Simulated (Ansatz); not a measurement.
# Work function of Co(0001): what the settings cost and change, part 2 of 2

Aim: the work function of Co(0001) against thickness and vacuum, with the cost.

Ansatz 0.2.0; plane-wave DFT, PBE, Ansatz PAW.

So far, work function, upper face (eV): step 2 (run, setting 1 layer) 4.97; step 3 (run, 2 atoms) 5.02; step 4 (run, 3 atoms) 4.99; step 5 (slab, 4 atoms) 4.98; step 6 (run, 5 atoms) 4.98.

## 7. Slab, 6 atoms

System of this step: Co(0001). The cell holds 6 atoms: 6 Co. Cell: a = 2.510 Å, b = 2.510 Å, c = 28.178 Å, α = 90.0°, β = 90.0°, γ = 60.0°. Vacuum lies along c.

The input, input.yaml:

```yaml
crystal:
  lattice:
    - [2.51, 0.0, 0.0]
    - [1.255, 2.1737237635, 0.0]
    - [0.0, 0.0, 28.17805]
  atoms:
    - { symbol: Co, position: [0.6666666667, 0.6666666667, 0.3193975453], spin: 1.7 }
    - { symbol: Co, position: [0.0, 0.0, 0.3916385272], spin: 1.7 }
    - { symbol: Co, position: [0.6666666667, 0.6666666667, 0.4638795091], spin: 1.7 }
    - { symbol: Co, position: [0.0, 0.0, 0.5361204909], spin: 1.7 }
    - { symbol: Co, position: [0.6666666667, 0.6666666667, 0.6083614728], spin: 1.7 }
    - { symbol: Co, position: [0.0, 0.0, 0.6806024547], spin: 1.7 }
magnetization:
  spin_polarized: true
kpoints:
  mp_grid: { grid: [19, 19, 1] }
hamiltonian:
  xc: pbe
scf:
  occupations: { method: fermi_dirac, width: 0.1 }
  convergence: { dr2_threshold: 1.0e-09 }
efield:
  axis: 3
  dipole_correction: true
  ramp_position: 0.97
  ramp_width: 0.06
output:
  write_potential: true
  write_density: true
  volumetric_format: npy
```

Started as:

```console
$ ansatz run input.yaml --threads 4 --pin off --max-ram 6144MiB --backend cpu --events-out ev --progress --plain --runs-dir out
```

Numbers of over 12 decimals in the logs are rounded to 6 here.

Output:

```text
[...]
Crystal: 6 atoms, lattice volume = 153.741 Å³
Basis set: ecut = 420 eV, 3017 PW (Γ)
Bands: 68, of which v1, the nominal top of the filled ones, is band 51 counted from 1 (50 counted from 0)
Symmetry: 6 space group operations
k-points: 40 of 361 (time reversal used)
[...]
k-point 1 ↑: bands = [... 47 lower, 3.2560, 3.2605, 3.4992, 3.5094, 3.7507, 3.7970, 3.8965, 3.9906, ... 13 higher]
  k-point 2 ↑: bands = [... 47 lower, 3.1690, 3.2197, 3.3576, 3.4711, 3.5423, 3.7168, 3.7756, 4.0213, ... 13 higher]
  k-point 39 ↓: bands = [... 47 lower, 5.8898, 5.9041, 6.0342, 6.0457, 6.1176, 6.1916, 6.1942, 9.9449, ... 13 higher]
[key lines of the parts left out:]
SCF converged after 17 iterations
Magnetization: 10.0867 μB (56.0433 up, 45.9567 down)
Free energy (F): -30755.490949 eV
Fermi energy:    5.142956 eV
Dipole field:    D = 0.000006 V/Å  (p = 0.000005 e·Å, saw-weighted, corrected)
Work function:   Φ+ = 4.9851 eV   Φ− = 4.9853 eV
```

The job ended after 1.9 min (4 threads of AMD EPYC 7R43, shared host; peak memory 1.1 GiB; 4.9 min of CPU time).

The work function is 4.985 eV, +0.006 eV from the run “5 layers”, at 1.3 times its CPU time.

## 8. Run, 8 atoms

System of this step: Co(0001). The cell holds 8 atoms: 8 Co. Cell: a = 2.510 Å, b = 2.510 Å, c = 32.249 Å, α = 90.0°, β = 90.0°, γ = 60.0°. Vacuum lies along c.

input.yaml, the sections that differ from step 7:

```yaml
crystal:
  lattice:
    - [2.51, 0.0, 0.0]
    - [1.255, 2.1737237635, 0.0]
    - [0.0, 0.0, 32.24927]
  atoms:
    - { symbol: Co, position: [0.6666666667, 0.6666666667, 0.2790760845], spin: 1.7 }
    - { symbol: Co, position: [0.0, 0.0, 0.3421972032], spin: 1.7 }
    - { symbol: Co, position: [0.6666666667, 0.6666666667, 0.4053183219], spin: 1.7 }
    - { symbol: Co, position: [0.0, 0.0, 0.4684394406], spin: 1.7 }
    - { symbol: Co, position: [0.6666666667, 0.6666666667, 0.5315605594], spin: 1.7 }
    - { symbol: Co, position: [0.0, 0.0, 0.5946816781], spin: 1.7 }
    - { symbol: Co, position: [0.6666666667, 0.6666666667, 0.6578027968], spin: 1.7 }
    - { symbol: Co, position: [0.0, 0.0, 0.7209239155], spin: 1.7 }
# magnetization, kpoints, hamiltonian, scf, efield, output: as in step 7
```

Output:

```text
[...]
Crystal: 8 atoms, lattice volume = 175.954 Å³
Basis set: ecut = 420 eV, 3425 PW (Γ)
Bands: 90, of which v1, the nominal top of the filled ones, is band 68 counted from 1 (67 counted from 0)
Symmetry: 6 space group operations
k-points: 40 of 361 (time reversal used)
[...]
k-point 1 ↑: bands = [... 64 lower, 5.0149, 5.0371, 5.1300, 5.2588, 5.2655, 5.4645, 5.4845, 5.5316, ... 18 higher]
  k-point 2 ↑: bands = [... 64 lower, 4.8595, 4.9404, 5.0052, 5.1260, 5.2325, 5.2497, 5.4333, 5.4653, ... 18 higher]
  k-point 39 ↓: bands = [... 64 lower, 7.5474, 7.6596, 7.7301, 7.7444, 7.7921, 7.8032, 7.8666, 7.8676, ... 18 higher]
[key lines of the parts left out:]
SCF converged after 18 iterations
Magnetization: 13.3652 μB (74.6826 up, 61.3174 down)
Free energy (F): -41007.818571 eV
Fermi energy:    6.789266 eV
Dipole field:    D = 0.000001 V/Å  (p = 0.000001 e·Å, saw-weighted, corrected)
Work function:   Φ+ = 4.9830 eV   Φ− = 4.9831 eV
```

Elapsed: 3 min, on 4 threads; peak memory 1.6 GiB; 8.4 min of CPU time.

The work function is 4.983 eV, -0.002 eV from the run “6 layers”, at 1.7 times its CPU time.

## 9. Run, 10 atoms

System of this step: Co(0001). The cell holds 10 atoms: 10 Co. Cell: a = 2.510 Å, b = 2.510 Å, c = 36.320 Å, α = 90.0°, β = 90.0°, γ = 60.0°. Vacuum lies along c.

input.yaml, the sections that differ from step 8:

```yaml
crystal:
  lattice:
    - [2.51, 0.0, 0.0]
    - [1.255, 2.1737237635, 0.0]
    - [0.0, 0.0, 36.32049]
  atoms:
    - { symbol: Co, position: [0.6666666667, 0.6666666667, 0.2477940138], spin: 1.7 }
    - { symbol: Co, position: [0.0, 0.0, 0.3038397885], spin: 1.7 }
    - { symbol: Co, position: [0.6666666667, 0.6666666667, 0.3598855632], spin: 1.7 }
    - { symbol: Co, position: [0.0, 0.0, 0.4159313379], spin: 1.7 }
    - { symbol: Co, position: [0.6666666667, 0.6666666667, 0.4719771126], spin: 1.7 }
    - { symbol: Co, position: [0.0, 0.0, 0.5280228874], spin: 1.7 }
    - { symbol: Co, position: [0.6666666667, 0.6666666667, 0.5840686621], spin: 1.7 }
    - { symbol: Co, position: [0.0, 0.0, 0.6401144368], spin: 1.7 }
    - { symbol: Co, position: [0.6666666667, 0.6666666667, 0.6961602115], spin: 1.7 }
    - { symbol: Co, position: [0.0, 0.0, 0.7522059862], spin: 1.7 }
# magnetization, kpoints, hamiltonian, scf, efield, output: as in step 8
```

Output:

```text
[...]
Crystal: 10 atoms, lattice volume = 198.166 Å³
Basis set: ecut = 420 eV, 3883 PW (Γ)
Bands: 113, of which v1, the nominal top of the filled ones, is band 85 counted from 1 (84 counted from 0)
Symmetry: 6 space group operations
k-points: 40 of 361 (time reversal used)
[...]
k-point 1 ↑: bands = [... 81 lower, 6.2556, 6.4216, 6.4226, 6.5362, 6.6084, 6.6343, 6.7508, 6.7880, ... 24 higher]
  k-point 2 ↑: bands = [... 81 lower, 6.1898, 6.2190, 6.3518, 6.3931, 6.4633, 6.5840, 6.5849, 6.7656, ... 24 higher]
  k-point 39 ↓: bands = [... 81 lower, 8.9211, 8.9759, 9.0348, 9.0567, 9.0654, 9.1028, 9.1081, 9.1571, ... 24 higher]
[key lines of the parts left out:]
SCF converged after 18 iterations
Magnetization: 16.6331 μB (93.3166 up, 76.6834 down)
Free energy (F): -51260.144506 eV
Fermi energy:    8.068259 eV
Dipole field:    D = 0.000001 V/Å  (p = 0.000001 e·Å, saw-weighted, corrected)
Work function:   Φ+ = 4.9795 eV   Φ− = 4.9795 eV
```

It took 4.2 min on 4 threads; peak memory 2.1 GiB.

The work function is 4.979 eV, -0.004 eV from the run “8 layers”, at 1.6 times its CPU time.

## 10. Slab, 13 atoms

System of this step: Co(0001). The cell holds 13 atoms: 13 Co. Cell: a = 2.510 Å, b = 2.510 Å, c = 42.427 Å, α = 90.0°, β = 90.0°, γ = 60.0°. Vacuum lies along c.

input.yaml, the sections that differ from step 9:

```yaml
crystal:
  lattice:
    - [2.51, 0.0, 0.0]
    - [1.255, 2.1737237635, 0.0]
    - [0.0, 0.0, 42.42732]
  atoms:
    - { symbol: Co, position: [0.0, 0.0, 0.2121274688], spin: 1.7 }
    - { symbol: Co, position: [0.6666666667, 0.6666666667, 0.260106224], spin: 1.7 }
    - { symbol: Co, position: [0.0, 0.0, 0.3080849792], spin: 1.7 }
    - { symbol: Co, position: [0.6666666667, 0.6666666667, 0.3560637344], spin: 1.7 }
    - { symbol: Co, position: [0.0, 0.0, 0.4040424896], spin: 1.7 }
    - { symbol: Co, position: [0.6666666667, 0.6666666667, 0.4520212448], spin: 1.7 }
    - { symbol: Co, position: [0.0, 0.0, 0.5], spin: 1.7 }
    - { symbol: Co, position: [0.6666666667, 0.6666666667, 0.5479787552], spin: 1.7 }
    - { symbol: Co, position: [0.0, 0.0, 0.5959575104], spin: 1.7 }
    - { symbol: Co, position: [0.6666666667, 0.6666666667, 0.6439362656], spin: 1.7 }
    - { symbol: Co, position: [0.0, 0.0, 0.6919150208], spin: 1.7 }
    - { symbol: Co, position: [0.6666666667, 0.6666666667, 0.739893776], spin: 1.7 }
    - { symbol: Co, position: [0.0, 0.0, 0.7878725312], spin: 1.7 }
# magnetization, kpoints, hamiltonian, scf, efield, output: as in step 9
```

Output:

```text
[...]
Crystal: 13 atoms, lattice volume = 231.485 Å³
Basis set: ecut = 420 eV, 4527 PW (Γ)
Bands: 146, of which v1, the nominal top of the filled ones, is band 111 counted from 1 (110 counted from 0)
Symmetry: 6 space group operations
k-points: 40 of 361 (time reversal used)
[...]
k-point 1 ↑: bands = [... 107 lower, 7.8051, 7.9141, 7.9353, 8.0511, 8.0592, 8.1159, 8.1901, 8.2006, ... 31 higher]
  k-point 2 ↑: bands = [... 107 lower, 7.7415, 7.7589, 7.8469, 7.8852, 7.9406, 8.0347, 8.0484, 8.1812, ... 31 higher]
  k-point 39 ↓: bands = [... 107 lower, 10.4454, 10.4914, 10.5185, 10.5394, 10.5427, 10.5478, 10.5870, 10.5891, ... 31 higher]
[key lines of the parts left out:]
SCF converged after 20 iterations
Magnetization: 21.5155 μB (121.2577 up, 99.7423 down)
Free energy (F): -66638.633454 eV
Fermi energy:    9.523746 eV
Dipole field:    D = 0.000001 V/Å  (p = 0.000001 e·Å, saw-weighted, corrected)
Work function:   Φ+ = 4.9815 eV   Φ− = 4.9815 eV
```

Run time: 6 min. Hardware: 4 threads; peak memory 3.1 GiB.

The work function is 4.981 eV, +0.002 eV from the run “10 layers”, at 1.6 times its CPU time.

## 11. Slab, 7 atoms

System of this step: Co(0001). The cell holds 7 atoms: 7 Co. Cell: a = 2.510 Å, b = 2.510 Å, c = 22.214 Å, α = 90.0°, β = 90.0°, γ = 60.0°. Vacuum lies along c.

input.yaml, the sections that differ from step 10:

```yaml
crystal:
  lattice:
    - [2.51, 0.0, 0.0]
    - [1.255, 2.1737237635, 0.0]
    - [0.0, 0.0, 22.21366]
  atoms:
    - { symbol: Co, position: [0.0, 0.0, 0.2250867259], spin: 1.7 }
    - { symbol: Co, position: [0.6666666667, 0.6666666667, 0.3167244839], spin: 1.7 }
    - { symbol: Co, position: [0.0, 0.0, 0.408362242], spin: 1.7 }
    - { symbol: Co, position: [0.6666666667, 0.6666666667, 0.5], spin: 1.7 }
    - { symbol: Co, position: [0.0, 0.0, 0.591637758], spin: 1.7 }
    - { symbol: Co, position: [0.6666666667, 0.6666666667, 0.6832755161], spin: 1.7 }
    - { symbol: Co, position: [0.0, 0.0, 0.7749132741], spin: 1.7 }
# magnetization, kpoints, hamiltonian, scf, efield, output: as in step 10
```

Output:

```text
[...]
Crystal: 7 atoms, lattice volume = 121.199 Å³
Basis set: ecut = 420 eV, 2361 PW (Γ)
Bands: 79, of which v1, the nominal top of the filled ones, is band 60 counted from 1 (59 counted from 0)
Symmetry: 6 space group operations
k-points: 40 of 361 (time reversal used)
[...]
k-point 1 ↑: bands = [... 56 lower, 8.1885, 8.2728, 8.2770, 8.5338, 8.5466, 8.6761, 8.7746, 8.7748, ... 15 higher]
  k-point 2 ↑: bands = [... 56 lower, 8.0406, 8.1537, 8.2472, 8.3524, 8.4901, 8.5095, 8.7347, 8.7603, ... 15 higher]
  k-point 39 ↓: bands = [... 56 lower, 10.7443, 10.8655, 10.9124, 10.9491, 10.9840, 11.0468, 11.0536, 14.7557, ... 15 higher]
[key lines of the parts left out:]
SCF converged after 18 iterations
Magnetization: 11.7325 μB (65.3663 up, 53.6337 down)
Free energy (F): -35881.652516 eV
Fermi energy:    9.984283 eV
Dipole field:    D = -0.000012 V/Å  (p = -0.000008 e·Å, saw-weighted, corrected)
Work function:   Φ+ = 4.9783 eV (in doubt: plateau slope 3.6e-2 eV/Å)   Φ− = 4.9799 eV (in doubt: plateau slope 2.5e-2 eV/Å)
```

Run time: 2 min. Hardware: 4 threads; peak memory 1.1 GiB; 5.2 min of CPU time.

The work function is 4.978 eV. The program marks this work function as in doubt.

## 12. Run, 7 atoms

The cell differs from the one that the last finished run ended in (c 22.214 → 26.214 Å).

input.yaml, the sections that differ from step 11:

```yaml
crystal:
  lattice:
    - [2.51, 0.0, 0.0]
    - [1.255, 2.1737237635, 0.0]
    - [0.0, 0.0, 26.21366]
  atoms:
    - { symbol: Co, position: [0.0, 0.0, 0.2670363467], spin: 1.7 }
    - { symbol: Co, position: [0.6666666667, 0.6666666667, 0.3446908978], spin: 1.7 }
    - { symbol: Co, position: [0.0, 0.0, 0.4223454489], spin: 1.7 }
    - { symbol: Co, position: [0.6666666667, 0.6666666667, 0.5], spin: 1.7 }
    - { symbol: Co, position: [0.0, 0.0, 0.5776545511], spin: 1.7 }
    - { symbol: Co, position: [0.6666666667, 0.6666666667, 0.6553091022], spin: 1.7 }
    - { symbol: Co, position: [0.0, 0.0, 0.7329636533], spin: 1.7 }
# magnetization, kpoints, hamiltonian, scf, efield, output: as in step 11
```

Output:

```text
[...]
Crystal: 7 atoms, lattice volume = 143.023 Å³
Basis set: ecut = 420 eV, 2817 PW (Γ)
Bands: 79, of which v1, the nominal top of the filled ones, is band 60 counted from 1 (59 counted from 0)
Symmetry: 6 space group operations
k-points: 40 of 361 (time reversal used)
[...]
k-point 1 ↑: bands = [... 56 lower, 5.9045, 5.9889, 5.9931, 6.2499, 6.2627, 6.3923, 6.4905, 6.4909, ... 15 higher]
  k-point 2 ↑: bands = [... 56 lower, 5.7567, 5.8699, 5.9633, 6.0684, 6.2064, 6.2256, 6.4507, 6.4764, ... 15 higher]
  k-point 39 ↓: bands = [... 56 lower, 8.4604, 8.5816, 8.6285, 8.6652, 8.7001, 8.7629, 8.7697, 12.4718, ... 15 higher]
[key lines of the parts left out:]
SCF converged after 18 iterations
Magnetization: 11.7324 μB (65.3662 up, 53.6338 down)
Free energy (F): -35881.652497 eV
Fermi energy:    7.700362 eV
Dipole field:    D = 0.000003 V/Å  (p = 0.000003 e·Å, saw-weighted, corrected)
Work function:   Φ+ = 4.9837 eV   Φ− = 4.9838 eV
```

Run time: 2.5 min. Hardware: 4 threads; peak memory 1.2 GiB.

The work function is 4.984 eV, +0.005 eV from the run “7 layers, 10 Å of vacuum”, at 1.2 times its CPU time.

## 13. Slab, 7 atoms (run 2)

The cell differs from the one that the last finished run ended in (c 26.214 → 38.214 Å).

input.yaml, the sections that differ from step 12:

```yaml
crystal:
  lattice:
    - [2.51, 0.0, 0.0]
    - [1.255, 2.1737237635, 0.0]
    - [0.0, 0.0, 38.21366]
  atoms:
    - { symbol: Co, position: [0.0, 0.0, 0.3401924861], spin: 1.7 }
    - { symbol: Co, position: [0.6666666667, 0.6666666667, 0.3934616574], spin: 1.7 }
    - { symbol: Co, position: [0.0, 0.0, 0.4467308287], spin: 1.7 }
    - { symbol: Co, position: [0.6666666667, 0.6666666667, 0.5], spin: 1.7 }
    - { symbol: Co, position: [0.0, 0.0, 0.5532691713], spin: 1.7 }
    - { symbol: Co, position: [0.6666666667, 0.6666666667, 0.6065383426], spin: 1.7 }
    - { symbol: Co, position: [0.0, 0.0, 0.6598075139], spin: 1.7 }
# magnetization, kpoints, hamiltonian, scf, efield, output: as in step 12
```

Output:

```text
[...]
Crystal: 7 atoms, lattice volume = 208.496 Å³
Basis set: ecut = 420 eV, 4081 PW (Γ)
Bands: 79, of which v1, the nominal top of the filled ones, is band 60 counted from 1 (59 counted from 0)
Symmetry: 6 space group operations
k-points: 40 of 361 (time reversal used)
[...]
k-point 1 ↑: bands = [... 56 lower, 1.9214, 2.0059, 2.0101, 2.2669, 2.2797, 2.4093, 2.5075, 2.5079, ... 15 higher]
  k-point 2 ↑: bands = [... 56 lower, 1.7737, 1.8869, 1.9803, 2.0853, 2.2234, 2.2426, 2.4677, 2.4934, ... 15 higher]
  k-point 39 ↓: bands = [... 56 lower, 4.4774, 4.5986, 4.6455, 4.6822, 4.7171, 4.7799, 4.7866, 8.4888, ... 15 higher]
[key lines of the parts left out:]
SCF converged after 17 iterations
Magnetization: 11.7324 μB (65.3662 up, 53.6338 down)
Free energy (F): -35881.652485 eV
Fermi energy:    3.717354 eV
Dipole field:    D = -0.000003 V/Å  (p = -0.000003 e·Å, saw-weighted, corrected)
Work function:   Φ+ = 4.9836 eV   Φ− = 4.9835 eV
```

Run time: 3.6 min. Hardware: 4 threads; peak memory 1.6 GiB; 9 min of CPU time.

The work function is 4.984 eV, -0.000 eV from the run “7 layers, 14 Å of vacuum”, at 1.5 times its CPU time.

## 14. Side by side

Times are for 4 threads of AMD EPYC 7R43, shared host. The runs compared:

```csv
no.,setting,"work function, upper face (eV)",time,memory (GiB)
1,1 layer,4.974,14 s,0.51
2,2 layers,5.019,26 s,0.54
3,3 layers,4.993,47 s,0.65
4,4 layers,4.981,66 s,0.77
5,5 layers,4.979,94 s,0.95
6,6 layers,4.985,1.9 min,1.1
7,8 layers,4.983,3 min,1.6
8,10 layers,4.979,4.2 min,2.1
9,13 layers,4.981,6 min,3.1
10,"7 layers, 10 Å of vacuum",4.978,2 min,1.1
11,"7 layers, 14 Å of vacuum",4.984,2.5 min,1.2
12,"7 layers, 26 Å of vacuum",4.984,3.6 min,1.6
```

## 15. Varying the input

System of this step: Co(0001) monolayer. The cell holds 1 atom: 1 Co. Cell: a = 2.510 Å, b = 2.510 Å, c = 18.000 Å, α = 90.0°, β = 90.0°, γ = 60.0°. Vacuum lies along c.

An input spoilt on purpose, to show how the run answers: it repeats the earlier run “1 layer” with efield.ramp_width from 0.06 to 0.9, and scf.max_iter set to 60; its output block differs too.

input.yaml, the sections that differ from step 13:

```yaml
crystal:
  lattice:
    - [2.51, 0.0, 0.0]
    - [1.255, 2.1737237635, 0.0]
    - [0.0, 0.0, 18.0]
  atoms:
    - { symbol: Co, position: [0.6666666667, 0.6666666667, 0.5], spin: 1.7 }
scf:
  occupations: { method: fermi_dirac, width: 0.1 }
  convergence: { dr2_threshold: 1.0e-09 }
  max_iter: 60
efield:
  axis: 3
  dipole_correction: true
  ramp_position: 0.97
  ramp_width: 0.9
# magnetization, kpoints, hamiltonian, output: as in step 13
```

Output:

```text
Engine: ansatz 0.2.0, x86_64-unknown-linux-gnu
Pseudopotentials: kind: paw
Pseudopotential: Co, paw, valence charge 17, recommended cutoff 420 eV (normal), Co.paw.azcp
Functional definition: PBE
  parameter kappa = 0.804
  parameter beta = 0.066725
  exchange = pbe_x(kappa = kappa, mu = beta*pi^2/3)
  correlation = pbe_c(beta = beta)
Crystal: 1 atoms, lattice volume = 98.209 Å³
Basis set: ecut = 420 eV, 1915 PW (Γ)
Bands: 14, of which v1, the nominal top of the filled ones, is band 9 counted from 1 (8 counted from 0)
Symmetry: 12 space group operations
k-points: 40 of 361
Non-local potential: Co, projectors of the file, l = 0: 3, l = 1: 2, l = 2: 3, l = 3: 1
PAW form: soft (Blöchl's): semilocal exchange-correlation on the pseudo side does not see the compensation charge
PAW one-centre angular grid: Co, 590 points (default); XC on 64 Gauss nodes
Initial density: superposition of atomic densities (neutral atoms: chi_scale 0, normalization atom)
Starting moments: Σ|m| = 1.7 μB on 1 of 1 site
Initial wavefunctions: pseudopotential atomic-orbital guess
Functional: x = pbe(κ = 0.804, μ = 0.219515), c = pbe(β = 0.066725)
Error: efield: ion 0 (Co) at fractional coordinate 0.5000 along the field axis lies inside the sawtooth ramp with 2 of the planes that the density is read on at each end, [0.9540, 0.8860] — the ramp must sit in vacuum (an ion there feels the fictitious reversed slope); set or move the ramp (efield.ramp_position / ramp_width) or move the geometry
```

Elapsed: 0.43 s, on 4 threads; peak memory 0.27 GiB.

The program refused the input before any cycle.

The program's message: “Error: efield: ion 0 (Co) at fractional coordinate 0.5000 along the field axis lies inside the sawtooth ramp with 2 of the planes that the density is read on at each end, [0.9540, 0.8860] — the ramp m …”

The fault put into the input: a ramp so wide that it reaches the atoms.

## 16. Results

| Property | Result |
| --- | --- |
| work function, 1 layer | 4.974 eV |
| work function, 2 layers | 5.019 eV |
| work function, 6 layers | 4.985 eV |
| work function, 13 layers | 4.981 eV |

What this shows: The thickest slab gives 4.98 eV, and the settings tried spread the value from 4.97 to 5.02 eV. At 18 Å of vacuum, the slabs from 1 layer on stay within 0.04 eV of the thickest. Going from 10 to 26 Å of vacuum moves it by 0.005 eV. The program marks the value as in doubt in “7 layers, 10 Å of vacuum”. The ladder's slabs use the tabulated experimental lattice constant (two decimals; a low-temperature value for the alkali metals). The magnetic order is the one reached from the typed start; other orders were not compared. In 1 run of the series (7 layers, 10 Å of vacuum) the program warns that electrons reach the sawtooth's ramp, which makes dipole and work function less sure.

[Logs are printed without paths, hosts, clocks, repeated set-up lines and the standing remarks that a program may print on its own settings, such as how far it seeks lower states.]

[Hosts, paths, dates, database ids (printed as entryN), source tags and the programs' standing remarks are cut or masked in the printed files.]

[Maps of the electrostatic potential energy from Ansatz leave out the sawtooth potential of an applied field or a dipole correction, so their vacuum need not be flat; planar profiles and work functions include it.]
